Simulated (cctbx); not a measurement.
**Accept or mend?**

Cell a = 18.3780 Å, b = 9.0300 Å, c = 8.2160 Å, α = 90.00°, β = 90.00°, γ = 90.00°; space group Aea2 (no. 41).

The data are simulated with cctbx, not measured: synchrotron X-rays, λ = 0.7749 Å, to d = 0.84 Å, 95 % of the full sphere, strongest reflection 5000 counts, noise from counting, a 4 % proportional error and a noise floor of 2 counts (s.d.); no absorption.

An anisotropic refinement with weights 1/σ² prints:

```text
Rint 0.057, 1207 unique reflections to 0.84 A
cycle     R1     wR2    GooF  max shift (A)
   1  0.1487  0.3509   6.157   0.02591
   2  0.1489  0.3394   5.956   0.00040
final R1 0.1489 wR2 0.3394 GooF 5.956  parameters 59  data/parameter 20.5
atom        x        y        z      Ueq    occ   su(xyz)  su(Uiso or U11)
Rb1    0.88932  0.19926  0.34553   0.0035  1.000  0.00051  0.0019
Ge1    0.86497  0.70556  0.34106   0.0020  1.000  0.00054  0.0020  NPD
Zn1    0.75532  0.94858  0.64192   0.0020  1.000  0.00061  0.0023  NPD
Zn2    0.00000  0.00000  0.98632   0.0092  1.000  0.00099  0.0035
S1     0.63443  0.90198  0.68323   0.0016  1.000  0.00135  0.0045  NPD
S2     0.87685  0.02399  0.69488   0.0056  1.000  0.00148  0.0046  NPD
S3     0.76694  0.70669  0.47094   0.0049  1.000  0.00155  0.0046  NPD
difference map: max 25.42 min -3.29 rms 1.25
Q1    0.0365  0.2692  0.4805    8   26.09  2.15 A from Ge1
Q2    0.0000  0.0000  0.9829    4    6.99  0.03 A from Zn2
Q3    0.0368  0.2740  0.2127    8    6.77  2.10 A from Ge1
Q4    0.1332  0.2762  0.3327    8    6.64  0.18 A from Ge1
Q5    0.2171  0.2486  0.6800    8    6.48  1.79 A from S3
Q6    0.1075  0.3005  0.8510    8    5.32  0.07 A from Rb1
```

Q: Accept it or mend it, and why?

Mend it. The fault: an atom left out, S at (0.9629, 0.7327, 0.4863). Against the right model at the same level, R1 goes from 0.0231 to 0.1489 and GooF from 0.94 to 5.96, the top difference peak, 26.1 e/Å³, lies 2.15 Å from Ge1 and Ge1, Zn1, S1, S2 and S3 go non-positive-definite. Q1 is the missing atom. With scattering power missing, scale and phases suffer, so peaks may also grow on the heavy atoms.

The compound is Rb2Zn3Ge2S8. The right model at the same level gives:

```text
Rint 0.057, 1207 unique reflections to 0.84 A
cycle     R1     wR2    GooF  max shift (A)
   1  0.0259  0.0606   1.068   0.00248
   2  0.0231  0.0534   0.941   0.00000
final R1 0.0231 wR2 0.0534 GooF 0.941  parameters 68  data/parameter 17.8
atom        x        y        z      Ueq    occ   su(xyz)  su(Uiso or U11)
Rb1    0.88928  0.19979  0.34556   0.0052  1.000  0.00008  0.0003
Ge1    0.86538  0.70572  0.34076   0.0052  1.000  0.00008  0.0003
Zn1    0.75532  0.94854  0.64219   0.0057  1.000  0.00009  0.0004
Zn2    0.00000  0.00000  0.98617   0.0086  1.000  0.00014  0.0005
S1     0.63507  0.90448  0.68420   0.0036  1.000  0.00019  0.0007
S2     0.87728  0.02381  0.69462   0.0056  1.000  0.00021  0.0007
S3     0.96297  0.73303  0.48334   0.0046  1.000  0.00021  0.0007
S4     0.76837  0.70647  0.47067   0.0072  1.000  0.00023  0.0008
Flack x: -0.006(11)
Hooft y: 0.002(12)  Bijvoet pairs: 555
difference map: max 0.59 min -0.51 rms 0.14
Q1    0.2229  0.1752  0.9680    8    0.62  1.36 A from S4
Q2    0.2200  0.2348  0.7120    8    0.53  1.81 A from Zn1
Q3    0.1635  0.1460  0.4052    8    0.53  1.53 A from Ge1
Q4    0.0423  0.3643  0.2001    8    0.53  1.79 A from S2
Q5    0.1005  0.1514  0.3451    8    0.51  1.43 A from Ge1
Q6    0.1320  0.2021  0.5473    8    0.51  1.89 A from Ge1
```

The model was made for the exercise: a known structure type with other elements put in, its volume estimated, not relaxed; displacement parameters are assumed.

[Middle refinement cycles are left out of these outputs.]

[Logs are printed without paths, hosts, clocks, repeated set-up lines and the standing remarks that a program may print on its own settings, such as how far it seeks lower states.]
